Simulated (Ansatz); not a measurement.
Planning a run of Ansatz 0.2.0 on BaTiO3 (R3m). The input:

```yaml
crystal:
  lattice:
    - [2.8273666084, 1.6323808724, 2.3183934932]
    - [-2.8273666084, 1.6323808724, 2.3183934932]
    - [0.0, -3.2647617449, 2.3183934932]
  atoms:
    - { symbol: Ba, position: [0.0, 0.0, 0.0] }
    - { symbol: Ti, position: [0.4845, 0.4845, 0.4845] }
    - { symbol: O, position: [0.5086, 0.5086, 0.0175] }
    - { symbol: O, position: [0.0175, 0.5086, 0.5086] }
    - { symbol: O, position: [0.5086, 0.0175, 0.5086] }
kpoints:
  mp_grid: { grid: [4, 4, 4] }
hamiltonian:
  xc: lda
  pseudopotentials: { kind: nc }
scf:
  occupations: { method: fixed }
gw:
  n_empty_bands: 145
  ecut_chi: 100
  qp_bands: [v2, c2]
  qp_kpoints: band_edges
  screening: { model: contour_deformation }
```

```sh
ansatz run input.yaml --threads 3 --pin off --max-ram 92160MiB --backend cuda --events-out ev --progress --plain --runs-dir out --devices 1 --max-vram 13GiB
```

Estimate wall time and host memory on 1 × NVIDIA H100 80GB HBM3 (shared by 6 runs) with 3 threads of AMD EPYC 7R13 (Zen 3), shared host.

It took 24 s; on shared hardware allow 12 s to 47 s. Peak host memory was 1.3 GiB. The sizes that set the cost: 5599 plane waves a state, 13 irreducible k points, 165 bands summed, 147 plane waves in the screening and 9 SCF cycles.

The screening grows as filled bands × empty bands × pairs of k points, times the square of the screening basis for the matrix.

[Paths, hosts, dates, memory and timing lines, banners, echoed tables and standing remarks are left out of the program output.]

[Logs are printed without paths, hosts, clocks, repeated set-up lines and the standing remarks that a program may print on its own settings, such as how far it seeks lower states.]

[Runs of the session that timed out or met a known fault of the program may be left out.]

[Cells called generated may have been cut or substituted from an entry of the Crystallography Open Database or the Materials Project.]

[Hosts, paths, dates, database ids (printed as entryN), source tags and the programs' standing remarks are cut or masked in the printed files.]
